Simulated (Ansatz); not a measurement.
# CdAgCl3 (model cell, started as cubic perovskite with Cd in the octahedra): from the cell to its phonons

How does CdAgCl3 (model cell, started as cubic perovskite with Cd in the octahedra) vibrate, and is this structure a minimum?

Main program and level: Ansatz 0.2.0; DFT PBEsol, scalar-relativistic, plane waves, PAW.

The structure was built from a prototype and need not be the compound's stable phase.

### 1. Starting point

It takes space group Pm-3m (No. 221, cubic). Conventional cell: a = 5.410 Å, b = 5.410 Å, c = 5.410 Å, α = 90.00°, β = 90.00°, γ = 90.00°. Nearest to Ag lie 12 Cl at 3.83 Å. Cd has 6 Cl at 2.70 Å nearest. Nearest to Cl lie 2 Cd at 2.70 Å. Farther neighbours and most contacts between anions are not listed.

### 2. Relaxation, k-mesh 4×4×4

Harmonic phonons are second derivatives at a point where the forces vanish, and they are wanted at zero stress, so atoms and cell are relaxed first.

File input.yaml:

```yaml
crystal:
  lattice:
    - [5.4096, 0.0, 0.0]
    - [0.0, 5.4096, 0.0]
    - [0.0, 0.0, 5.4096]
  atoms:
    - { symbol: Ag, position: [0.0, 0.0, 0.0] }
    - { symbol: Cd, position: [0.5, 0.5, 0.5] }
    - { symbol: Cl, position: [0.5, 0.5, 0.0] }
    - { symbol: Cl, position: [0.5, 0.0, 0.5] }
    - { symbol: Cl, position: [0.0, 0.5, 0.5] }
kpoints:
  mp_grid: { grid: [4, 4, 4] }
hamiltonian:
  xc: pbesol
scf:
  occupations: { method: gaussian, width: 0.02 }
output:
  forces: true
  stress: true
  eigenvalues: true
  write_density: true
  write_potential: true
  elf: true
  volumetric_format: npy
relax:
  adjacent_minimum: "off"
  f_tol: 0.005
  max_steps: 80
  cell: { stress_tol: 0.05 }
```

Run with:

```sh
> ansatz run input.yaml --threads 8 --pin off --max-ram 14336MiB --backend cpu --events-out ev --progress --plain --runs-dir out
```

Numbers of over 12 decimals in the logs are rounded to 6 here.

Output:

```text
Engine: ansatz 0.2.0, aarch64-unknown-linux-gnu
Pseudopotentials: kind: paw
Pseudopotential: Ag, paw, valence charge 19, recommended cutoff 420 eV (normal), Ag.paw.azcp
Pseudopotential: Cd, paw, valence charge 20, recommended cutoff 420 eV (normal), Cd.paw.azcp
Pseudopotential: Cl, paw, valence charge 7, recommended cutoff 420 eV (normal), Cl.paw.azcp
Functional definition: PBEsol
  exchange = pbesol_x
  correlation = pbesol_c
Crystal: 5 atoms, lattice volume = 158.305 Å³
Basis set: ecut = 420 eV, 3071 PW (Γ), exchange–correlation on 80×80×80 points (8 copies of the dense FFT grid, shifted against one another)
Bands: 36, of which v1, the nominal top of the filled ones, is band 30 counted from 1 (29 counted from 0)
Symmetry: 48 space group operations
Space group: Pm-3m (ITA 221), of the structure as read, at distance tolerance 5.4e-5 Å
k-points: 10 of 64
Non-local potential: Ag, projectors of the file, l = 0: 3, l = 1: 2, l = 2: 2, l = 3: 1
Non-local potential: Cd, projectors of the file, l = 0: 3, l = 1: 2, l = 2: 2, l = 3: 1
Non-local potential: Cl, projectors of the file, l = 0: 2, l = 1: 2, l = 2: 2
PAW form: soft (Blöchl's): semilocal exchange-correlation on the pseudo side does not see the compensation charge
PAW frozen core: Ag, regenerated for the run's functional, and the local potential with it (the file was generated under x = pbe(κ = 0.804, μ = 0.219515), c = pbe(β = 0.066725))
PAW frozen core: Cd, regenerated for the run's functional, and the local potential with it (the file was generated under x = pbe(κ = 0.804, μ = 0.219515), c = pbe(β = 0.066725))
PAW frozen core: Cl, regenerated for the run's functional, and the local potential with it (the file was generated under x = pbe(κ = 0.804, μ = 0.219515), c = pbe(β = 0.066725))
PAW one-centre angular grid: Ag, 590 points (default); XC on 64 Gauss nodes
PAW one-centre angular grid: Cd, 590 points (default); XC on 64 Gauss nodes
PAW one-centre angular grid: Cl, 110 points (default); XC on 64 Gauss nodes
Initial density: superposition of atomic densities (neutral atoms: chi_scale 0, normalization atom), corrected by the library's trained network
Initial wavefunctions: pseudopotential atomic-orbital guess
Functional: x = pbesol(κ = 0.804, μ = 0.123457), c = pbesol(β = 0.046)
SCF iter   1: F=—  HF=-18890.430072 eV  |F-HF|=—  |Δ(HF+E_count)|=         —  Δρ=4.24e-3  dr2=3.76e-2  ethr=1.77e-3  ⟨swp⟩=6.7  Hψ=1470  notcnv=0
preconditioner: auto → Resta (q_TF=auto, 2.321 Å⁻¹)  ε∞=4.9  [insulator: Δε(μ)=1.192 eV  Ē_g=9.853 eV  σ=0.020 eV  W_gap=1.00  n_scr=26 (ndim 8)  ℏωp=19.6 eV  f_vac=0.142  D(μ)=0.00/eV (n_scr^D=0)  ε∞_Penn≈4.9]
SCF iter   2: F=—  HF=-18890.420760 eV  |F-HF|=—  |Δ(HF+E_count)|=   9.31e-3  Δρ=1.64e-3  dr2=6.42e-3  ethr=6.27e-5  ⟨swp⟩=2.0  Hψ=604  notcnv=0  defer=13
SCF iter   3: F=—  HF=-18890.419152 eV  |F-HF|=—  |Δ(HF+E_count)|=   1.61e-3  Δρ=4.75e-4  dr2=6.54e-4  ethr=1.07e-5  ⟨swp⟩=2.1  Hψ=571  notcnv=0  defer=13
SCF iter   4: F=—  HF=-18890.419073 eV  |F-HF|=—  |Δ(HF+E_count)|=   7.87e-5  Δρ=2.24e-4  dr2=1.13e-4  ethr=1.09e-6  ⟨swp⟩=2.0  Hψ=443  notcnv=0  defer=13
SCF iter   5: F=—  HF=-18890.419066 eV  |F-HF|=—  |Δ(HF+E_count)|=   7.00e-6  Δρ=5.07e-5  dr2=6.31e-6  ethr=1.89e-7  ⟨swp⟩=2.0  Hψ=557  notcnv=0  defer=13
SCF iter   6: F=—  HF=-18890.419073 eV  |F-HF|=—  |Δ(HF+E_count)|=   6.41e-6  Δρ=1.89e-5  dr2=7.43e-7  ethr=1.05e-8  ⟨swp⟩=2.0  Hψ=567  notcnv=0  defer=13
SCF iter   7: F=-18890.419073 eV  HF=-18890.419073 eV  |F-HF|=3.99e-8  |Δ(HF+E_count)|=   4.35e-8  Δρ=7.00e-6  dr2=8.08e-8  ethr=1.67e-10  ⟨swp⟩=13.0  Hψ=2530  notcnv=0
SCF 1 converged in 7 iterations: F = -18890.419073 eV  dr2 = 8.08e-8
  greatest PAW one-centre occupation: 1.000 electrons in one spin orbital (limit 2), on the Ag atom at site 0 (counted from 0), in its partial waves of l = 0
relax step   1: F+E_penalty+E_count = -18890.41907260 eV  Δ(F+E_penalty+E_count) = +0.000e0 eV  max|allowed force component| = 2.005e-28 eV/Å  Δτ_max = 0.0000 Å  P = -4.911 GPa  Ω = 158.305 Å³  (7 SCF iters, dr2 threshold 1.00e-7 eV, accepted)
Crystal: 5 atoms, lattice volume = 139.941 Å³
Basis set: ecut = 420 eV, 2777 PW (Γ), exchange–correlation on 80×80×80 points (8 copies of the dense FFT grid, shifted against one another)
Initial density: handed on by an earlier stage of this run
Initial wavefunctions: those handed on with the density
iter 1 solved again at ethr=1.11e-4 eV; its pass at ethr=3.10e-3 eV (dr2=6.64e-2 eV) is discarded
SCF iter   1: F=—  HF=-18890.894810 eV  |F-HF|=—  |Δ(HF+E_count)|=         —  Δρ=4.68e-3  dr2=6.05e-2  ethr=1.11e-4  ⟨swp⟩=1.9  Hψ=1733  notcnv=0
preconditioner: auto → Resta (q_TF=auto, 2.369 Å⁻¹)  ε∞=5.1  [insulator: Δε(μ)=1.226 eV  Ē_g=10.344 eV  σ=0.020 eV  W_gap=1.00  n_scr=26 (ndim 8)  ℏωp=20.8 eV  f_vac=0.072  D(μ)=0.00/eV (n_scr^D=0)  ε∞_Penn≈5.1]
SCF iter   2: F=—  HF=-18890.875801 eV  |F-HF|=—  |Δ(HF+E_count)|=   1.90e-2  Δρ=2.50e-3  dr2=1.14e-2  ethr=1.01e-4  ⟨swp⟩=2.9  Hψ=627  notcnv=0
SCF iter   3: F=—  HF=-18890.871122 eV  |F-HF|=—  |Δ(HF+E_count)|=   4.68e-3  Δρ=8.06e-4  dr2=1.69e-3  ethr=1.89e-5  ⟨swp⟩=2.2  Hψ=500  notcnv=0  defer=13
SCF iter   4: F=—  HF=-18890.870465 eV  |F-HF|=—  |Δ(HF+E_count)|=   6.58e-4  Δρ=2.78e-4  dr2=8.87e-5  ethr=2.81e-6  ⟨swp⟩=2.1  Hψ=517  notcnv=0  defer=13
SCF iter   5: F=—  HF=-18890.870488 eV  |F-HF|=—  |Δ(HF+E_count)|=   2.29e-5  Δρ=8.85e-5  dr2=1.08e-5  ethr=1.48e-7  ⟨swp⟩=2.0  Hψ=585  notcnv=0  defer=13
SCF iter   6: F=—  HF=-18890.870497 eV  |F-HF|=—  |Δ(HF+E_count)|=   9.44e-6  Δρ=3.86e-5  dr2=1.56e-6  ethr=1.79e-8  ⟨swp⟩=2.1  Hψ=555  notcnv=0  defer=13
SCF iter   7: F=-18890.870498 eV  HF=-18890.870498 eV  |F-HF|=2.46e-7  |Δ(HF+E_count)|=   5.62e-7  Δρ=8.89e-6  dr2=1.14e-7  ethr=8.33e-10  ⟨swp⟩=12.8  Hψ=2590  notcnv=0
SCF 2 converged in 7 iterations: F = -18890.870498 eV  dr2 = 1.14e-7
relax step   2: F+E_penalty+E_count = -18890.87049786 eV  Δ(F+E_penalty+E_count) = -4.514e-1 eV  max|allowed force component| = 6.022e-30 eV/Å  Δτ_max = 0.0000 Å  P = -2.588 GPa  Ω = 139.941 Å³  energy of the carried Pulay correction = +1.764e-3 eV  (7 SCF iters, dr2 threshold 5.00e-7 eV, accepted)
Crystal: 5 atoms, lattice volume = 123.972 Å³
Basis set: ecut = 420 eV, 2469 PW (Γ), exchange–correlation on 80×80×80 points (8 copies of the dense FFT grid, shifted against one another)
iter 1 solved again at ethr=8.60e-5 eV; its pass at ethr=3.10e-3 eV (dr2=5.16e-2 eV) is discarded
SCF iter   1: F=—  HF=-18890.951743 eV  |F-HF|=—  |Δ(HF+E_count)|=         —  Δρ=4.48e-3  dr2=4.61e-2  ethr=8.60e-5  ⟨swp⟩=2.0  Hψ=1729  notcnv=0
preconditioner: auto → Resta (q_TF=auto, 2.417 Å⁻¹)  ε∞=5.2  [insulator: Δε(μ)=0.974 eV  Ē_g=10.780 eV  σ=0.020 eV  W_gap=1.00  n_scr=26 (ndim 8)  ℏωp=22.1 eV  f_vac=0.042  D(μ)=0.00/eV (n_scr^D=0)  ε∞_Penn≈5.2]
SCF iter   2: F=—  HF=-18890.937138 eV  |F-HF|=—  |Δ(HF+E_count)|=   1.46e-2  Δρ=2.51e-3  dr2=9.78e-3  ethr=7.69e-5  ⟨swp⟩=3.0  Hψ=635  notcnv=0
SCF iter   3: F=—  HF=-18890.933086 eV  |F-HF|=—  |Δ(HF+E_count)|=   4.05e-3  Δρ=7.74e-4  dr2=1.45e-3  ethr=1.63e-5  ⟨swp⟩=2.1  Hψ=561  notcnv=0
SCF iter   4: F=—  HF=-18890.932569 eV  |F-HF|=—  |Δ(HF+E_count)|=   5.17e-4  Δρ=2.51e-4  dr2=6.21e-5  ethr=2.41e-6  ⟨swp⟩=2.0  Hψ=596  notcnv=0
SCF iter   5: F=—  HF=-18890.932590 eV  |F-HF|=—  |Δ(HF+E_count)|=   2.13e-5  Δρ=7.98e-5  dr2=7.02e-6  ethr=1.03e-7  ⟨swp⟩=2.0  Hψ=593  notcnv=0
SCF iter   6: F=—  HF=-18890.932594 eV  |F-HF|=—  |Δ(HF+E_count)|=   4.31e-6  Δρ=2.85e-5  dr2=7.62e-7  ethr=1.17e-8  ⟨swp⟩=2.4  Hψ=563  notcnv=0
SCF iter   7: F=-18890.932595 eV  HF=-18890.932595 eV  |F-HF|=1.30e-7  |Δ(HF+E_count)|=   4.56e-7  Δρ=7.44e-6  dr2=6.96e-8  ethr=8.33e-10  ⟨swp⟩=11.4  Hψ=2574  notcnv=0
SCF 3 converged in 7 iterations: F = -18890.932595 eV  dr2 = 6.96e-8
relax step   3: F+E_penalty+E_count = -18890.93259504 eV  Δ(F+E_penalty+E_count) = -6.210e-2 eV  max|allowed force component| = 1.202e-28 eV/Å  Δτ_max = 0.0000 Å  P = +1.924 GPa  Ω = 123.972 Å³  energy of the carried Pulay correction = +3.485e-3 eV  (7 SCF iters, dr2 threshold 5.00e-7 eV, accepted)
[...]
relax step   4: F+E_penalty+E_count = -18890.96311695 eV  Δ(F+E_penalty+E_count) = -3.052e-2 eV  max|allowed force component| = 4.712e-29 eV/Å  Δτ_max = 0.0000 Å  P = -0.143 GPa  Ω = 129.892 Å³  energy of the carried Pulay correction = +2.825e-3 eV  (6 SCF iters, dr2 threshold 5.00e-7 eV, accepted)
[...]
relax step   5: F+E_penalty+E_count = -18890.96337442 eV  Δ(F+E_penalty+E_count) = -2.575e-4 eV  max|allowed force component| = 2.850e-29 eV/Å  Δτ_max = 0.0000 Å  P = -0.004 GPa  Ω = 129.441 Å³  energy of the carried Pulay correction = +2.874e-3 eV  (4 SCF iters, dr2 threshold 5.12e-8 eV, accepted)
Basis set: ecut = 420 eV, 2517 PW (Γ), exchange–correlation on 72×72×72 points (8 copies of the dense FFT grid, shifted against one another)
Initial wavefunctions: pseudopotential atomic-orbital guess (no wavefunctions were taken with the density)
iter 1 solved again at ethr=2.50e-7 eV; its pass at ethr=3.10e-3 eV (dr2=1.50e-4 eV) is discarded
SCF iter   1: F=—  HF=-18890.960214 eV  |F-HF|=—  |Δ(HF+E_count)|=         —  Δρ=2.94e-4  dr2=1.45e-5  ethr=2.50e-7  ⟨swp⟩=3.0  Hψ=2394  notcnv=0
preconditioner: auto → Resta (q_TF=auto, 2.400 Å⁻¹)  ε∞=5.2  [insulator: Δε(μ)=1.120 eV  Ē_g=10.563 eV  σ=0.020 eV  W_gap=1.00  n_scr=26 (ndim 8)  ℏωp=21.6 eV  f_vac=0.057  D(μ)=0.00/eV (n_scr^D=0)  ε∞_Penn≈5.2]
SCF iter   2: F=—  HF=-18890.960307 eV  |F-HF|=—  |Δ(HF+E_count)|=   9.37e-5  Δρ=1.44e-4  dr2=4.50e-6  ethr=2.42e-8  ⟨swp⟩=2.0  Hψ=632  notcnv=0
SCF iter   3: F=—  HF=-18890.960314 eV  |F-HF|=—  |Δ(HF+E_count)|=   6.94e-6  Δρ=3.55e-5  dr2=2.42e-7  ethr=7.50e-9  ⟨swp⟩=2.3  Hψ=474  notcnv=0
SCF iter   4: F=—  HF=-18890.960314 eV  |F-HF|=—  |Δ(HF+E_count)|=   2.30e-7  Δρ=2.94e-6  dr2=4.60e-9  ethr=4.04e-10  ⟨swp⟩=2.1  Hψ=570  notcnv=0
SCF iter   5: F=—  HF=-18890.960314 eV  |F-HF|=—  |Δ(HF+E_count)|=   3.53e-9  Δρ=9.90e-7  dr2=8.29e-10  ethr=7.67e-12  ⟨swp⟩=2.0  Hψ=642  notcnv=0
SCF iter   6: F=—  HF=-18890.960314 eV  |F-HF|=—  |Δ(HF+E_count)|=  3.49e-10  Δρ=1.51e-7  dr2=5.36e-11  ethr=1.38e-12  ⟨swp⟩=2.0  Hψ=615  notcnv=0
SCF iter   7: F=-18890.960314 eV  HF=-18890.960314 eV  |F-HF|=7.28e-12  |Δ(HF+E_count)|=  1.46e-11  Δρ=3.95e-8  dr2=4.42e-12  ethr=1.00e-12  ⟨swp⟩=5.7  Hψ=1479  notcnv=0
SCF 6 converged in 7 iterations: F = -18890.960314 eV  dr2 = 4.42e-12
relax step   6: F+E_penalty+E_count = -18890.96031442 eV  Δ(F+E_penalty+E_count) = +3.060e-3 eV  max|allowed force component| = 1.191e-29 eV/Å  Δτ_max = 0.0000 Å  P = -0.008 GPa  Ω = 129.441 Å³  stress off target by 8.48e-3 GPa  SCF on the basis re-selected at this cell (its energy is not comparable with the rows above)  (7 SCF iters)
basis re-selected at this cell: Δ(F+E_penalty+E_count) = +3.060e-3 eV, ΔP = -0.004 GPa vs the last step (what re-selecting the basis moved, of the pressure what is left beyond the Pulay correction that the steps carried, after the strain that the cell walked since its last selection, with what the two solves' SCF thresholds leave and, on support functions, any second-order correction that the steps lacked; it is no measure of the basis error at this ecutwfc). The dense FFT grid was sized anew with the basis: this SCF ran on 36×36×36 points, the steps before it on 40×40×40, so part of this shift can come from that change (see relax.cell in the input reference). [rest of the remark cut]
SCF converged after 7 iterations
Free energy (F): -18890.960314 eV
Harris-Foulkes:  -18890.960314 eV  (|F-HF|=7.28e-12)
Internal energy: -18890.960314 eV  (E = F + TS)
E sigma→0 (E₀):  -18890.960314 eV
Fermi energy:    5.017989 eV
--- Per-component energies (eV) ---
  E_band       = -1006.738955
  E_kinetic    = 1514.101946
  E_local      = -8257.485601  (includes V_loc(G=0)·N_el)
  E_nonlocal   = 214.091589
  E_hartree    = 3643.578096
  E_xc         = -671.265397
  E_vxc        = -811.677792  (∫ρ·V_xc dr)
  E_paw        = -9780.528457  (= ΣΔE_a)
  E_vpaw       = -952.925906  (= ΣTr[D̂ρ^β])
  E_aug_tail   = 0.000598  (compensation charges beyond the density's cutoff)
  E_ewald      = -5554.353083
  E_core_change = 0.899995  (= ΣΔE_core)
  E_smearing   = -0.000000  (= −TS)
  E_closure    = 0.000000  (closes the sum)
  Σ components = -18890.960314   (vs F -18890.960314, Δ=0.00e0)
--- Forces (eV/Å), atoms counted from 1 ---
  atom   1  Ag    -0.00000000    -0.00000000     0.00000000
  atom   2  Cd     0.00000000    -0.00000000    -0.00000000
  atom   3  Cl     0.00000000    -0.00000000     0.00000000
  atom   4  Cl    -0.00000000     0.00000000     0.00000000
  atom   5  Cl     0.00000000     0.00000000     0.00000000
  max |Σ_I F_I| component: 1.41e-29 eV/Å
--- Stress (GPa, compression-positive) ---
       -0.008485      -0.000000       0.000000
       -0.000000      -0.008485       0.000000
        0.000000       0.000000      -0.008485
  P = ⅓ Tr σ = -0.0085 GPa (-0.085 kbar)
--- Band table (eV; the first three rows and the last of 10) ---
  k-point 0: bands = [... 26 lower, 3.2724, 3.3919, 3.3919, 3.3919, 5.5779, 6.3166, 12.5730, 12.5730, ... 2 higher]
  k-point 1: bands = [... 26 lower, 3.2209, 3.3408, 3.4530, 3.4530, 6.2857, 7.5209, 10.8321, 12.0864, ... 2 higher]
  k-point 2: bands = [... 26 lower, 3.0850, 3.3947, 3.5606, 3.5606, 7.1468, 9.2097, 9.5702, 11.6797, ... 2 higher]
  k-point 9: bands = [... 26 lower, 3.9815, 3.9815, 4.4578, 4.4578, 6.0538, 10.7711, 10.7711, 10.7711, ... 2 higher]
--- Relaxed structure (5 steps of the walk, 5 accepted, 1 SCFs on fresh bases) ---
  F+E_penalty+E_count = -18890.96031442 eV   max|allowed force component| = 1.191e-29 eV/Å   (the final SCF, on the basis selected at the relaxed cell)
  cell:  # Å, volume = 129.4410 Å³
    - [5.058525, 0, 0]
    - [0, 5.058525, 0]
    - [0, 0, 5.058525]
  atoms:
    - { symbol: Ag, position: [0, 0, 0] }
    - { symbol: Cd, position: [0.5, 0.5, 0.5] }
    - { symbol: Cl, position: [0.5, 0.5, 0] }
    - { symbol: Cl, position: [0.5, 0, 0.5] }
    - { symbol: Cl, position: [0, 0.5, 0.5] }
```

Elapsed: 3.4 s, on 8 threads of Arm Neoverse V2, shared host; peak memory 0.59 GiB; 21 s of CPU time.

Relaxation path:

```
step  energy less that of the first step (eV)  largest force component (eV/Å)  pressure (GPa)  volume (Å³)
   1                                   0.0000                          0.0000           -4.91       158.31
   2                                  -0.4514                          0.0000           -2.59       139.94
   3                                  -0.5135                          0.0000            1.92       123.97
   4                                  -0.5440                          0.0000           -0.14       129.89
   5                                  -0.5443                          0.0000            0.00       129.44
  6*                                  -0.5412                          0.0000           -0.01       129.44
```

Relaxation steps marked * repeat the geometry before them on a plane-wave basis chosen anew for their cell, so energy and pressure can jump there.

The run keeps the 48 symmetry operations that it works with, so distortions that break them were not tested.

```csv
"conventional cell, symmetrised",before,after,change
a (Å),5.410,5.059,-6.5 %
b (Å),5.410,5.059,-6.5 %
c (Å),5.410,5.059,-6.5 %
volume (Å³/atom),31.66,25.89,-18.2 %
```

The relaxed structure:

```xyz
5
Lattice="5.0585 0.0000 0.0000 0.0000 5.0585 0.0000 0.0000 0.0000 5.0585" Properties=species:S:1:pos:R:3 pbc="T T T"
Ag    0.0000    0.0000    0.0000
Cd    2.5293    2.5293    2.5293
Cl    2.5293    2.5293    0.0000
Cl    2.5293    0.0000    2.5293
Cl    0.0000    2.5293    2.5293
```

A gap read on the k-mesh alone can miss the band edges.

Numbers from this step:

| Property | Result |
| --- | --- |
| pressure | -0.008485 GPa |
| gap on the k-mesh | 1.120 eV |
| volume per atom | 25.89 Å³ |
| direct gap on mesh | 1.596 eV |

ELF in the ac plane at fractional y = 0.500, with atoms of Cd and Cl within 0.2 Å of it. It is the smooth field of the valence electrons, not physical close to the nuclei.

Ten even steps from '_' (0.01) to '@' (0.87), each cell a mean:
```
____..**@@@@##**@@@@%%--____
______::##@@@@@@@@%%++..____
++--____::==****++--..__..==
@@%%==..__..........__::**@@
@@@@%%--..::==++--::..++@@@@
**%%@@==::==##%%**--::##@@##
--%%@@==::++%%@@##--::##@@**
@@@@%%==..==****++::..**@@@@
@@@@##::....::--::....==%%@@
%%**::__..::::::::..__..==##
::..__..==##%%@@%%**--____..
______==%%@@@@%%@@@@##::____
____..**@@@@**--%%@@%%==____
```
Columns run along a (5.1 Å), rows up along c (5.1 Å). Atoms in or near the plane, at fractional coordinates: Cd at (0.50, 0.50), Cl at (0.50, 0.00), Cl at (0.00, 0.50).

Valence density in the ac plane at fractional y = 0.500, with atoms of Cd and Cl within 0.2 Å of it. It is the smooth field of the valence electrons, not physical close to the nuclei.

Values in e/Å³, 13 rows by 14 columns, each cell a mean:
```
 0  0  0  0  0  1  1  1  2  1  0  0  0  0
 0  0  0  0  0  1  1  1  1  0  0  0  0  0
 0  0  0  0  0  0  0  1  0  0  0  0  0  0
 0  0  0  0  0  0  0  1  0  0  0  0  0  0
 1  1  0  0  0  1  3  4  2  1  0  0  1  1
 1  2  1  0  1  4 13 17  8  2  0  1  1  1
 0  2  1  0  1  5 17 23 11  2  0  1  1  1
 2  1  1  0  0  2  7 10  5  1  0  0  1  2
 1  1  0  0  0  0  1  1  1  0  0  0  0  1
 0  0  0  0  0  0  0  0  0  0  0  0  0  0
 0  0  0  0  0  0  1  1  1  0  0  0  0  0
 0  0  0  0  0  1  2  2  1  1  0  0  0  0
 0  0  0  0  1  1  1  0  2  1  0  0  0  0
```
Columns run along a (5.1 Å), rows up along c (5.1 Å). Atoms in or near the plane, at fractional coordinates: Cd at (0.50, 0.50), Cl at (0.50, 0.00), Cl at (0.00, 0.50).

Electrostatic potential energy in the ac plane at fractional y = 0.500, with atoms of Cd and Cl within 0.2 Å of it. With pseudopotentials it is smooth inside the atoms' cores, unlike the true potential.

Ten even steps from '0' (-45 eV) to '9' (11 eV), each cell a mean:
```
99998400169999
99999744689999
99999988899999
99999877899999
46898655579975
01687533468840
00687432458830
13787544468862
78999766789997
99999988899999
99999877899999
99999621379999
99998300169999
```
Columns run along a (5.1 Å; values clipped at the 3rd and 97th percentile), rows up along c (5.1 Å). Atoms in or near the plane, at fractional coordinates: Cd at (0.50, 0.50), Cl at (0.50, 0.00), Cl at (0.00, 0.50).

In this step the volume went from 31.66 to 25.89 Å³/atom.

### 3. Bringing the structure to rest, k-mesh 6×6×6

The relaxation is repeated from its end, on the mesh and smearing that suit the cell and gap now reached.

input.yaml, the sections that differ from step 2:

```yaml
crystal:
  lattice:
    - [5.0585249677, 0.0, 0.0]
    - [0.0, 5.0585249677, 0.0]
    - [0.0, 0.0, 5.0585249677]
  atoms:
    - { symbol: Ag, position: [0.0, 0.0, 0.0] }
    - { symbol: Cd, position: [0.5, 0.5, 0.5] }
    - { symbol: Cl, position: [0.5, 0.5, 0.0] }
    - { symbol: Cl, position: [0.5, 0.0, 0.5] }
    - { symbol: Cl, position: [0.0, 0.5, 0.5] }
kpoints:
  mp_grid: { grid: [6, 6, 6] }
output:
  forces: true
  stress: true
  eigenvalues: true
# hamiltonian, scf, relax: as in step 2
```

Output:

```text
[...]
Crystal: 5 atoms, lattice volume = 129.441 Å³
Basis set: ecut = 420 eV, 2517 PW (Γ), exchange–correlation on 72×72×72 points (8 copies of the dense FFT grid, shifted against one another)
Bands: 36, of which v1, the nominal top of the filled ones, is band 30 counted from 1 (29 counted from 0)
Symmetry: 48 space group operations
[...]
k-points: 20 of 216
[...]
cell:  # Å, volume = 129.4410 Å³
    - [5.0585249677, 0.0, 0.0]
    - [0.0, 5.0585249677, 0.0]
    - [0.0, 0.0, 5.0585249677]
  atoms:
    - { symbol: Ag, position: [0.0, 0.0, 0.0] }
    - { symbol: Cd, position: [0.500000, 0.500000, 0.500000] }
    - { symbol: Cl, position: [0.500000, 0.500000, 0.0] }
    - { symbol: Cl, position: [0.500000, 0.0, 0.500000] }
    - { symbol: Cl, position: [0.0, 0.500000, 0.500000] }
[key lines of the parts left out:]
SCF converged after 6 iterations
Free energy (F): -18890.960848 eV
Fermi energy:    5.017866 eV
P = ⅓ Tr σ = -0.0087 GPa (-0.087 kbar)
```

Elapsed: 1.5 s, on 8 threads; peak memory 0.59 GiB; 9.9 s of CPU time.

Little changed from the start: no atom moved by 0.005 Å and no cell edge by 0.1 %.

Numbers from this step:

```
pressure           : -0.008651 GPa
gap on the k-mesh  : 1.121 eV
direct gap on mesh : 1.597 eV
```

In this step the volume went from 25.89 to 25.89 Å³/atom.

[end of part 1 of 3]

[Logs are printed without paths, hosts, clocks, repeated set-up lines and the standing remarks that a program may print on its own settings, such as how far it seeks lower states.]

[Hosts, paths, dates, database ids (printed as entryN), source tags and the programs' standing remarks are cut or masked in the printed files.]
